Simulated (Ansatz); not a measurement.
# Sb (R-3m, 2 atoms in the cell): modes against uniaxial strain along c, part 2 of 2

Aim: how do the optical modes of Sb (R-3m, 2 atoms in the cell) shift and split under this strain?

Ansatz 0.2.0; DFT LDA, scalar-relativistic, plane waves, PAW; PAW set soft_1.

So far. Step 3 (Tight relaxation): The largest force component left is 0.32 meV/Å and the pressure is -0.001 GPa, within the tolerances set. The cell now holds 29.20 Å³/atom.

## Step 4: Modes at rest

Phonons follow from the second derivative of the energy, found here by linear response.

The modes at rest are the reference of the series.

Contents of input.yaml:

```yaml
crystal:
  lattice:
    - [2.1477240465, 1.2399890564, 3.6543040137]
    - [-2.1477240465, 1.2399890564, 3.6543040137]
    - [0.0, -2.4799781127, 3.6543040137]
  atoms:
    - { symbol: Sb, position: [0.2358116615, 0.2358116615, 0.2358116615] }
    - { symbol: Sb, position: [0.7641883385, 0.7641883385, 0.7641883385] }
kpoints:
  mp_grid: { grid: [12, 12, 12] }
hamiltonian:
  xc: lda
  pseudopotentials: { kind: paw, azcp: { folder: soft_1 }, xc_functional: pbe }
scf:
  occupations: { method: methfessel_paxton, width: 0.2 }
output:
  eigenvalues: true
phonons:
  method: dfpt
```

Launch:

```console
$ ansatz run input.yaml --threads 4 --pin off --max-ram 10240MiB --backend cpu --events-out ev --progress --plain --runs-dir out
```

Numbers of over 12 decimals in the logs are rounded to 6 here.

What it wrote:

```text
[...]
Crystal: 2 atoms, lattice volume = 58.392 Å³
Basis set: ecut = 420 eV, 1153 PW (Γ), exchange–correlation on 60×60×60 points (8 copies of the dense FFT grid, shifted against one another)
Bands: 19, of which v1, the nominal top of the filled ones, is band 15 counted from 1 (14 counted from 0)
Symmetry: 12 space group operations
k-points: 476 of 1728 (irreducible under 2 space group operations, time reversal used)
[...]
SCF iter   1: F=—  HF=-12671.795154 eV  |F-HF|=—  |Δ(HF+E_count)|=         —  Δρ=1.50e-2  dr2=1.07e-1  ethr=3.10e-3  ⟨swp⟩=6.0  Hψ=48203  notcnv=0
[...]
SCF iter  11: F=-12671.767921 eV  HF=-12671.767921 eV  |F-HF|=9.09e-12  |Δ(HF+E_count)|=  3.64e-12  S|Δr|=    0.00e0  Δρ=5.94e-8  dr2=2.25e-12  ethr=1.00e-12  ⟨swp⟩=5.3  Hψ=39039  notcnv=0
SCF 1 converged in 11 iterations: F = -12671.767921 eV  dr2 = 2.25e-12
[...]
DFPT response loops at Γ: preconditioner auto → Kerker (q_TF=auto, 2.442 Å⁻¹) (partly filled bands, converged f_vac=0.000); β = 1.00, the filter's whole step (`scf.mixing.beta` (0.50) is not read by the response loops under this deck's `scf.mixing.preconditioner`; to damp them name `kerker` or `kerker_dos`, under which they read `scf.mixing.beta`, and type it under 1.00, their step now; both keys bind the ground state too); Broyden in place of MSR1
SCF converged after 11 iterations
[...]
Free energy (F): -12671.767921 eV
[...]
Internal energy: -12671.770317 eV  (E = F + TS)
E sigma→0 (E₀):  -12671.768520 eV
Entropy (-TS):   0.002396 eV (1.198 meV/atom)
Fermi energy:    10.434635 eV
[...]
--- Band table (eV; the first three rows and the last of 476) ---
  k-point 0: bands = [... 11 lower, 5.7020, 8.4766, 8.6096, 8.6096, 12.8161, 13.3041, 13.3041, 15.5267]
  k-point 1: bands = [... 11 lower, 5.3145, 8.4986, 8.6013, 8.8005, 12.7213, 13.0770, 13.0776, 15.2116]
  k-point 2: bands = [... 11 lower, 4.4305, 8.5196, 8.5862, 9.1720, 12.3473, 12.5164, 12.5379, 15.0543]
  k-point 475: bands = [... 11 lower, 1.1847, 9.1858, 9.1858, 9.9779, 10.4032, 10.4032, 11.4000, 17.8341]
--- Phonons (Γ-DFPT): 2 representative perturbations + reference, on 476 of 1728 k-points (Σ response iterations 6) ---
  k mesh reduced under 2 symmetry operations, with k and −k counted as one. Each operation leaves every solved perturbation unchanged. A smaller set is not used because it would not reduce the number of displacements times k-points to solve
  ASR residual: 3.341e-5 → 0.000e0 eV/Å²; symmetrization residual: 1.572e-5 eV/Å²
  ASR residual per site (eV/Å²): 3.34e-5 3.34e-5
  Γ frequencies (cm⁻¹): 0.00 0.00 0.00 91.14 91.14 142.51
  non-analytic LO–TO correction: not included (Born effective charges unavailable; polar crystals: no LO–TO splitting at Γ)
```

Elapsed: 84 s, on 4 threads of Intel Xeon at 2.50GHz (Skylake/Cascade Lake), shared host; peak memory 1.6 GiB; 4.9 min of CPU time.

Reading the cycles: dr2 is the Hartree energy of the density residual (eV), the measure of convergence; HF is the Harris–Foulkes estimate of the energy, which meets the free energy F at convergence.

Numbers from this step:

| Property | Result |
| --- | --- |
| sum-rule residual before enforcement | 3.34e-5 eV/Å² |
| point group | -3m |
| highest optical mode at the zone centre (no LO-TO term) | 142.5 cm⁻¹ |
| lowest optical zone-centre mode | 91.14 cm⁻¹ |

Patterns of degenerate modes are one choice out of their space. Modes at Γ:

| mode | frequency (cm⁻¹) | symmetry |
| --- | --- | --- |
| 1 | 0.0 | acoustic |
| 2 | 0.0 | acoustic |
| 3 | 0.0 | acoustic |
| 4 | 91.1 | Eg |
| 5 | 91.1 | Eg |
| 6 | 142.5 | A1g |

Displacements in mode 5 (91.1 cm⁻¹), the largest set to 1:
```
Sb1  0.00  1.00  0.00
Sb2  0.00 -1.00  0.00
```

Displacements in mode 6 (142.5 cm⁻¹), the largest set to 1:
```
Sb1  0.00  0.00  1.00
Sb2  0.00  0.00 -1.00
```

Before it was imposed, the acoustic sum rule was missed by 3.3e-5 eV/Å². Small misses are needed for a sound result but don't prove that mesh and cutoff are converged. The lowest optical mode is real, 91.1 cm⁻¹.

## Step 5: A member of the series: uniaxial strain of +4 % along c

The cell takes a uniaxial strain of +4 % along c. The strained length and the angles are held, while the rest of the cell and the atoms relax.

input.yaml, the sections that differ from step 4:

```yaml
crystal:
  lattice:
    - [2.1336279889, 1.2318506938, 3.8004761742]
    - [-2.1336279889, 1.2318506938, 3.8004761742]
    - [0.0, -2.4637013875, 3.8004761742]
  atoms:
    - { symbol: Sb, position: [0.2345304544, 0.234530454, 0.2345304544] }
    - { symbol: Sb, position: [0.7654695456, 0.765469546, 0.7654695456] }
  conventional_axes: [[1, -1, 0], [0, 1, -1], [1, 1, 1]]
output:
  forces: true
  stress: true
  eigenvalues: true
relax:
  adjacent_minimum: "off"
  f_tol: 0.001
  max_steps: 60
  cell: { stress_tol: 0.01, fix: [c, angles] }
# kpoints, hamiltonian, scf: as in step 4
# phonons: removed
```

What it wrote:

```text
[...]
k-point 475: bands = [... 11 lower, 0.9989, 8.9903, 8.9903, 9.8545, 10.3904, 10.3904, 11.3660, 17.1178]
--- Relaxed structure (4 steps of the walk, 4 accepted, 1 SCFs on fresh bases) ---
[...]
cell:  # Å, volume = 59.6559 Å³
    - [2.128690, 1.229000, 3.800476]
    - [-2.128690, 1.229000, 3.800476]
    - [0, -2.457999, 3.800476]
  atoms:
    - { symbol: Sb, position: [0.234156, 0.234156, 0.234156] }
    - { symbol: Sb, position: [0.765844, 0.765844, 0.765844] }
[key lines of the parts left out:]
SCF converged after 5 iterations
Free energy (F): -12671.756394 eV
Fermi energy:    10.165418 eV
P = ⅓ Tr σ = -0.5017 GPa (-5.017 kbar)
```

The job ended after 69 s (4 threads; peak memory 0.75 GiB).

The steps of the relaxation:

| step | energy less that of the first step (eV) | largest force component (eV/Å) | pressure (GPa) | volume (Å³) |
| --- | --- | --- | --- | --- |
| 1 | 0.0000 | 0.0608 | -0.90 | 59.93 |
| 2 | -0.0002 | 0.0533 | -0.15 | 59.42 |
| 3 | -0.0007 | 0.0011 | -0.51 | 59.66 |
| 4 | -0.0007 | 0.0001 | -0.50 | 59.66 |
| 5* | -0.0006 | 0.0001 | -0.50 | 59.66 |

Relaxation steps marked * repeat the geometry before them on a plane-wave basis chosen anew for their cell, so energy and pressure can jump there.

| conventional cell, symmetrised | before | after | change |
| --- | --- | --- | --- |
| a (Å) | 4.267 | 4.257 | -0.2 % |
| b (Å) | 4.267 | 4.257 | -0.2 % |
| c (Å) | 11.401 | 11.401 | -0.0 % |
| volume (Å³/atom) | 29.97 | 29.83 | -0.5 % |

The relaxed structure:

```cif
data_structure
_symmetry_space_group_name_H-M 'P 1'
_symmetry_Int_Tables_number 1
_cell_length_a 4.5261
_cell_length_b 4.5261
_cell_length_c 4.5261
_cell_angle_alpha 56.110
_cell_angle_beta 56.110
_cell_angle_gamma 56.110
_cell_volume 59.66
loop_
_atom_site_label
_atom_site_type_symbol
_atom_site_fract_x
_atom_site_fract_y
_atom_site_fract_z
_atom_site_occupancy
Sb1 Sb 0.23416 0.23416 0.23416 1
Sb2 Sb 0.76584 0.76584 0.76584 1
```

This step gave:

```yaml
pressure: -0.5017 GPa
volume_per_atom: 29.83 Å³
```

The largest force component left is 0.10 meV/Å.

## Step 6: Zone-centre modes of the member: uniaxial strain of +4 % along c

The zone-centre modes follow for uniaxial strain of +4 % along c.

input.yaml, the sections that differ from step 5:

```yaml
crystal:
  lattice:
    - [2.1286898743, 1.2289996719, 3.8004761742]
    - [-2.1286898743, 1.2289996719, 3.8004761742]
    - [0.0, -2.4579993438, 3.8004761742]
  atoms:
    - { symbol: Sb, position: [0.2341557605, 0.2341557607, 0.2341557605] }
    - { symbol: Sb, position: [0.7658442395, 0.7658442393, 0.7658442395] }
output:
  eigenvalues: true
phonons:
  method: dfpt
# kpoints, hamiltonian, scf: as in step 5
# relax: removed
```

What it wrote:

```text
[...]
Crystal: 2 atoms, lattice volume = 59.656 Å³
Basis set: ecut = 420 eV, 1183 PW (Γ), exchange–correlation on 64×64×64 points (8 copies of the dense FFT grid, shifted against one another)
Bands: 19, of which v1, the nominal top of the filled ones, is band 15 counted from 1 (14 counted from 0)
Symmetry: 12 space group operations
k-points: 476 of 1728 (irreducible under 2 space group operations, time reversal used)
[...]
SCF iter   1: F=—  HF=-12671.786390 eV  |F-HF|=—  |Δ(HF+E_count)|=         —  Δρ=1.53e-2  dr2=1.15e-1  ethr=3.10e-3  ⟨swp⟩=6.0  Hψ=48329  notcnv=0
[...]
SCF iter  11: F=-12671.756394 eV  HF=-12671.756394 eV  |F-HF|=1.82e-12  |Δ(HF+E_count)|=  1.09e-11  S|Δr|=    0.00e0  Δρ=1.25e-7  dr2=8.26e-12  ethr=1.00e-12  ⟨swp⟩=6.0  Hψ=40943  notcnv=0
SCF 1 converged in 11 iterations: F = -12671.756394 eV  dr2 = 8.26e-12
[...]
SCF converged after 11 iterations
[...]
Free energy (F): -12671.756394 eV
[...]
Internal energy: -12671.757837 eV  (E = F + TS)
E sigma→0 (E₀):  -12671.756755 eV
Entropy (-TS):   0.001443 eV (0.721 meV/atom)
Fermi energy:    10.165418 eV
[...]
--- Band table (eV; the first three rows and the last of 476) ---
  k-point 0: bands = [... 11 lower, 5.2137, 7.8987, 8.4760, 8.4760, 12.3176, 12.8732, 12.8732, 15.4017]
  k-point 1: bands = [... 11 lower, 4.8879, 7.9551, 8.4530, 8.5422, 12.3072, 12.6372, 12.6828, 15.0179]
  k-point 2: bands = [... 11 lower, 4.0983, 8.0018, 8.3978, 8.7525, 12.0112, 12.1289, 12.1974, 14.8135]
  k-point 475: bands = [... 11 lower, 0.9989, 8.9903, 8.9903, 9.8545, 10.3904, 10.3904, 11.3660, 17.1178]
[...]
ASR residual: 3.054e-5 → 0.000e0 eV/Å²; symmetrization residual: 5.244e-5 eV/Å²
  ASR residual per site (eV/Å²): 3.05e-5 3.05e-5
  Γ frequencies (cm⁻¹): 0.00 0.00 0.00 112.25 112.25 143.19
[...]
```

Elapsed: 90 s, on 4 threads; peak memory 1.7 GiB.

Numbers from this step:

```yaml
sum_rule_residual_before_enforcement: 3.05e-5 eV/Å²
highest_optical_mode_at_the_zone_centre_no_lo_to_term: 143.2 cm⁻¹
lowest_optical_zone_centre_mode: 112.2 cm⁻¹
```

Patterns of degenerate modes are one choice out of their space. Modes at Γ:

| mode | frequency (cm⁻¹) | symmetry |
| --- | --- | --- |
| 1 | 0.0 | acoustic |
| 2 | 0.0 | acoustic |
| 3 | 0.0 | acoustic |
| 4 | 112.2 | Eg |
| 5 | 112.2 | Eg |
| 6 | 143.2 | A1g |

Displacements in mode 5 (112.2 cm⁻¹), the largest set to 1:
```
Sb1  0.00  1.00  0.00
Sb2  0.00 -1.00  0.00
```

Displacements in mode 6 (143.2 cm⁻¹), the largest set to 1:
```
Sb1  0.00  0.00 -1.00
Sb2  0.00  0.00  1.00
```

The lowest optical mode is real, 112 cm⁻¹, and the highest lies at 143.2 cm⁻¹.

## Step 7: A member of the series: uniaxial strain of -4 % along c

The cell takes a uniaxial strain of -4 % along c. The strained length and the angles are held, while the rest of the cell and the atoms relax.

input.yaml, the sections that differ from step 6:

```yaml
crystal:
  lattice:
    - [2.1622415762, 1.2483707561, 3.5081318533]
    - [-2.1622415762, 1.2483707561, 3.5081318533]
    - [0.0, -2.4967415122, 3.5081318533]
  atoms:
    - { symbol: Sb, position: [0.2372288256, 0.2372288255, 0.2372288256] }
    - { symbol: Sb, position: [0.7627711744, 0.7627711745, 0.7627711744] }
  conventional_axes: [[1, -1, 0], [0, 1, -1], [1, 1, 1]]
output:
  forces: true
  stress: true
  eigenvalues: true
relax:
  adjacent_minimum: "off"
  f_tol: 0.001
  max_steps: 60
  cell: { stress_tol: 0.01, fix: [c, angles] }
# kpoints, hamiltonian, scf: as in step 6
# phonons: removed
```

What it wrote:

```text
[...]
Crystal: 2 atoms, lattice volume = 56.817 Å³
Basis set: ecut = 420 eV, 1103 PW (Γ)
Bands: 19, of which v1, the nominal top of the filled ones, is band 15 counted from 1 (14 counted from 0)
Symmetry: 4 space group operations
k-points: 476 of 1728
[...]
--- Relaxed structure (4 steps of the walk, 4 accepted, 1 SCFs on fresh bases) ---
[...]
cell:  # Å, volume = 57.0987 Å³
    - [2.167604, 1.251467, 3.5081318533]
    - [-2.167604, 1.251467, 3.5081318533]
    - [6.064851504908384e-19, -2.502934, 3.5081318533]
  atoms:
    - { symbol: Sb, position: [0.237697, 0.237697, 0.237697] }
    - { symbol: Sb, position: [0.762303, 0.762303, 0.762303] }
[key lines of the parts left out:]
SCF converged after 6 iterations
Free energy (F): -12671.753848 eV
Fermi energy:    10.642456 eV
P = ⅓ Tr σ = 0.6456 GPa (6.456 kbar)
```

The job ended after 71 s (4 threads; peak memory 0.71 GiB).

Step by step:

| step | energy less that of the first step (eV) | largest force component (eV/Å) | pressure (GPa) | volume (Å³) |
| --- | --- | --- | --- | --- |
| 1 | 0.0000 | 0.0557 | 1.10 | 56.82 |
| 2 | -0.0002 | 0.0351 | 0.27 | 57.37 |
| 3 | -0.0007 | 0.0004 | 0.64 | 57.11 |
| 4 | -0.0007 | 0.0001 | 0.65 | 57.10 |
| 5* | -0.0007 | 0.0001 | 0.65 | 57.10 |

Relaxation steps marked * repeat the geometry before them on a plane-wave basis chosen anew for their cell, so energy and pressure can jump there.

| conventional cell, symmetrised | before | after | change |
| --- | --- | --- | --- |
| a (Å) | 4.324 | 4.335 | +0.2 % |
| b (Å) | 4.324 | 4.335 | +0.2 % |
| c (Å) | 10.524 | 10.524 | +0.0 % |
| volume (Å³/atom) | 28.41 | 28.55 | +0.5 % |

The relaxed structure:

```xyz
2
Lattice="2.1676 1.2515 3.5081 -2.1676 1.2515 3.5081 0.0000 -2.5029 3.5081" Properties=species:S:1:pos:R:3 pbc="T T T"
Sb    0.0000    0.0000    2.5016
Sb    0.0000    0.0000    8.0228
```

Numbers from this step:

```yaml
pressure: 0.6456 GPa
volume_per_atom: 28.55 Å³
```

The largest force component left is 0.13 meV/Å.

## Step 8: Zone-centre modes of the member: uniaxial strain of -4 % along c

The zone-centre modes follow for uniaxial strain of -4 % along c.

input.yaml, the sections that differ from step 7:

```yaml
crystal:
  lattice:
    - [2.1676043135, 1.2514669339, 3.5081318533]
    - [-2.1676043135, 1.2514669339, 3.5081318533]
    - [0.0, -2.5029338678, 3.5081318533]
  atoms:
    - { symbol: Sb, position: [0.2376966427, 0.2376966426, 0.2376966427] }
    - { symbol: Sb, position: [0.7623033573, 0.7623033574, 0.7623033573] }
output:
  eigenvalues: true
phonons:
  method: dfpt
# kpoints, hamiltonian, scf: as in step 7
# relax: removed
```

What it wrote:

```text
[...]
Crystal: 2 atoms, lattice volume = 57.099 Å³
Basis set: ecut = 420 eV, 1127 PW (Γ), exchange–correlation on 60×60×60 points (8 copies of the dense FFT grid, shifted against one another)
Bands: 19, of which v1, the nominal top of the filled ones, is band 15 counted from 1 (14 counted from 0)
Symmetry: 12 space group operations
k-points: 476 of 1728 (irreducible under 2 space group operations, time reversal used)
[...]
k-point 1: bands = [... 11 lower, 5.7249, 8.7678, 8.9848, 9.1773, 13.1796, 13.5273, 13.5760, 15.4221]
  k-point 2: bands = [... 11 lower, 4.7585, 8.7918, 9.0894, 9.5755, 12.6826, 12.8902, 13.0552, 15.3500]
  k-point 475: bands = [... 11 lower, 1.3970, 9.3990, 9.3990, 10.1163, 10.4170, 10.4170, 11.3934, 18.6262]
[...]
ASR residual: 4.269e-5 → 0.000e0 eV/Å²; symmetrization residual: 6.612e-6 eV/Å²
  ASR residual per site (eV/Å²): 4.27e-5 4.27e-5
  Γ frequencies (cm⁻¹): 0.00 0.00 0.00 68.66 68.66 133.22
[...]
[key lines of the parts left out:]
SCF converged after 11 iterations
Free energy (F): -12671.753848 eV
Fermi energy:    10.642456 eV
```

Elapsed: 76 s, on 4 threads; peak memory 1.6 GiB.

This step gave:

* sum-rule residual before enforcement: 4.27e-5 eV/Å²
* highest optical mode at the zone centre (no LO-TO term): 133.2 cm⁻¹
* lowest optical zone-centre mode: 68.66 cm⁻¹

Patterns of degenerate modes are one choice out of their space. Modes at Γ:

| mode | frequency (cm⁻¹) | symmetry |
| --- | --- | --- |
| 1 | 0.0 | acoustic |
| 2 | 0.0 | acoustic |
| 3 | 0.0 | acoustic |
| 4 | 68.7 | Eg |
| 5 | 68.7 | Eg |
| 6 | 133.2 | A1g |

Displacements in mode 5 (68.7 cm⁻¹), the largest set to 1:
```
Sb1  0.00 -1.00  0.00
Sb2  0.00  1.00  0.00
```

Displacements in mode 6 (133.2 cm⁻¹), the largest set to 1:
```
Sb1  0.00  0.00  1.00
Sb2  0.00  0.00 -1.00
```

The lowest optical mode is real, 68.7 cm⁻¹, and the highest lies at 133.2 cm⁻¹.

Between step 4 and this run (strain -4 %) the value for the highest optical mode at the zone centre (no LO-TO term) moves from 143 cm⁻¹ to 133 cm⁻¹ (-7 %).

## Step 9: The series together

The members are set side by side, also those not shown above.

Stress is positive in compression; energies are extrapolated to zero smearing, and E0 is that at rest; the edges not held and the atoms are relaxed in each cell; all runs use 12×12×12 k points and Methfessel-Paxton smearing of 0.2 eV. State of the crystal along the series:

| strain (%) | stress along the axis (GPa) | free strain along a (%) | free strain along b (%) | E - E0 (meV/atom) |
| --- | --- | --- | --- | --- |
| -4 | 1.937 | 0.9256 | 0.9256 | 7.08 |
| -3 | 1.438 | 0.676 | 0.676 | 3.956 |
| -2 | 0.9391 | 0.4446 | 0.4446 | 1.75 |
| -1 | 0.4594 | 0.219 | 0.219 | 0.4377 |
| 0 | 0.001802 | 0 | 0 | 0 |
| 1 | -0.4303 | -0.2138 | -0.2138 | 0.4014 |
| 2 | -0.8254 | -0.4313 | -0.4313 | 1.573 |
| 3 | -1.182 | -0.6563 | -0.6563 | 3.426 |
| 4 | -1.504 | -0.8862 | -0.8862 | 5.883 |

Optical modes are counted from below at rest and tracked from member to member by their patterns, and modes that stay within 0.3 cm⁻¹ of each other stand once; labels, where given, are those at rest; the edges not held and the atoms are relaxed in each cell; all runs use 12×12×12 k points and Methfessel-Paxton smearing of 0.2 eV. Optical modes along the series:

| strain (%) | optical mode 1 Eg (cm⁻¹) | optical mode 2 A1g (cm⁻¹) |
| --- | --- | --- |
| -4 | 68.66 | 133.2 |
| -3 | 74.46 | 135.8 |
| -2 | 79.98 | 138.3 |
| -1 | 85.59 | 140.7 |
| 0 | 91.14 | 142.5 |
| 1 | 96.54 | 143.3 |
| 2 | 102.1 | 143.2 |
| 3 | 107.6 | 143 |
| 4 | 112.2 | 143.2 |

Value and slope at zero strain of a cubic (a lower polynomial where under five rows exist) through the rows within 2 % of rest. Slopes at rest:

| mode | frequency (cm⁻¹) | shift per percent of strain (cm⁻¹) | shift per GPa of compressive stress (cm⁻¹) |
| --- | --- | --- | --- |
| optical mode 1 Eg | 91.1 | 5.46 | -12.24 |
| optical mode 2 A1g | 142.4 | 1.34 | -3.01 |

## Step 10: Summary of results

```yaml
members: 9
highest_optical_mode_at_the_zone_centre_no_lo_to_term_at_rest: 142.5 cm⁻¹
young_s_modulus_along_c: 44.6 GPa
optical_mode_1_eg_shift_per_percent: 5.46 cm⁻¹
optical_mode_2_a1g_shift_per_percent: 1.34 cm⁻¹
```

The stress changes by 0.45 GPa for each percent, a Young’s modulus of 45 GPa along c. For each percent the free edge responds with -0.22 %. Within 2 % of rest optical mode 2 A1g bends away from a straight line, so a single slope holds only near rest. The fastest shift in the table of slopes is 5.5 cm⁻¹ for each percent (optical mode 1 Eg), or -12.2 cm⁻¹ for each GPa of compressive stress. For small strain, the measured shift of a line that Raman or infrared light can see, divided by its slope, estimates the stress, if the state of stress is of this kind. These are harmonic frequencies at zero temperature: anharmonic shifts, linewidths and thermal expansion are left out. Spin-orbit coupling is left out, which can matter for the heavy elements here. With no gap, or one that is small against the smearing, the frequencies hang on the k mesh and the smearing, most of all near Kohn anomalies. The PAW files were made for PBE; the program adapts parts of them to the functional of the run, but their partial waves stay those of PBE, an approximation that was not tested in this session. Only the zone centre was solved, so an instability at another wavevector cannot show here.

[Logs are printed without paths, hosts, clocks, repeated set-up lines and the standing remarks that a program may print on its own settings, such as how far it seeks lower states.]

[Hosts, paths, dates, database ids (printed as entryN), source tags and the programs' standing remarks are cut or masked in the printed files.]
